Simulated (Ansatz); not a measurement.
# What went wrong? H-capped AlAs nanowire along [111] (40 atoms)

Program: Ansatz 0.2.0. The cell: 9 Al, 9 As and 22 H.

File input.yaml:

```yaml
crystal:
  lattice:
    - [19.58599, 0.0, 0.0]
    - [0.0, 16.5449, 0.0]
    - [0.0, 0.0, 9.80514]
  atoms:
    - { symbol: Al, position: [0.39817, 0.43015, 0.32976] }
    - { symbol: As, position: [0.39761, 0.42983, 0.58202] }
    - { symbol: Al, position: [0.2948, 0.50107, 0.99781] }
    - { symbol: As, position: [0.29508, 0.50346, 0.24879] }
    - { symbol: Al, position: [0.3989, 0.57254, 0.66586] }
    - { symbol: As, position: [0.39702, 0.57162, 0.91272] }
    - { symbol: Al, position: [0.60275, 0.43341, 0.33744] }
    - { symbol: As, position: [0.60176, 0.43112, 0.58181] }
    - { symbol: Al, position: [0.49978, 0.36459, 0.66624] }
    - { symbol: As, position: [0.5, 0.36304, 0.91578] }
    - { symbol: Al, position: [0.50002, 0.50303, 0.99585] }
    - { symbol: As, position: [0.50097, 0.5002, 0.24852] }
    - { symbol: Al, position: [0.50173, 0.64231, 0.33618] }
    - { symbol: As, position: [0.50039, 0.64059, 0.5819] }
    - { symbol: Al, position: [0.60208, 0.57161, 0.6661] }
    - { symbol: As, position: [0.60323, 0.56971, 0.91781] }
    - { symbol: Al, position: [0.70349, 0.50107, 0.99974] }
    - { symbol: As, position: [0.70319, 0.50172, 0.24814] }
    [... 16 atom lines left out ...]
    - { symbol: H, position: [0.66672, 0.61659, 0.61402] }
    - { symbol: H, position: [0.60087, 0.65683, 0.96967] }
    - { symbol: H, position: [0.70509, 0.41186, 0.94604] }
    - { symbol: H, position: [0.76915, 0.5476, 0.94527] }
    - { symbol: H, position: [0.76886, 0.45756, 0.30248] }
    - { symbol: H, position: [0.70473, 0.58852, 0.30003] }
kpoints:
  mp_grid: { grid: [1, 1, 2] }
hamiltonian:
  xc: pbe
scf:
  occupations: { method: fermi_dirac, width: 0.05 }
  eigensolver: { kind: { support_functions: { accuracy: medium, radius: 3.87 } } }
  mixing: { beta: 0.4 }
  max_iter: 150
output:
  forces: true
  eigenvalues: true
```

Started as:

```sh
$ ansatz run input.yaml --threads 8 --pin off --max-ram 15872MiB --backend cpu --events-out ev --progress --plain --runs-dir out
```

Log:

```text
Warning: scf.eigensolver.kind.support_functions: disabling space-group detection — the functions' gradient is summed over unrotated k-points, so no spatial operation reduces the k-mesh or symmetrises the density; time reversal is kept, so that k and −k are solved as one point where they differ and the mesh holds both, and exact exchange and, on two spinor components, a DFT+U term hold to it where the run has them: [...]
settings of this run that can trade accuracy for cost: scf.eigensolver.kind.support_functions [...]
Engine: ansatz 0.2.0, aarch64-unknown-linux-gnu
Pseudopotentials: kind: paw
Pseudopotential: Al, paw, valence charge 3, recommended cutoff 420 eV (normal), Al.paw.azcp
Pseudopotential: As, paw, valence charge 15, recommended cutoff 420 eV (normal), As.paw.azcp
Pseudopotential: H, paw, valence charge 1, recommended cutoff 420 eV (normal), H.paw.azcp
[... 5 lines on functional and potentials left out ...]
Error: SCF: the radius of support functions is under 4.34 Å, the least for these sites at the functions' level (scf.eigensolver.kind.support_functions.accuracy). Use scf.eigensolver.kind: auto, or type scf.eigensolver.kind.support_functions.radius at least as long, [...]
```

Wall time 1.3 s (8 threads of Arm Neoverse V1, shared host); peak memory 0.47 GiB; 6 s of CPU time.

Q: Name the fault and the fix.

A radius under the least that the level allows: support_functions.radius = 3.87.

The fix is to use a longer radius.

The run ended with an error.

[Logs are printed without paths, hosts, clocks, repeated set-up lines and the standing remarks that a program may print on its own settings, such as how far it seeks lower states.]

[Hosts, paths, dates, database ids (printed as entryN), source tags and the programs' standing remarks are cut or masked in the printed files.]
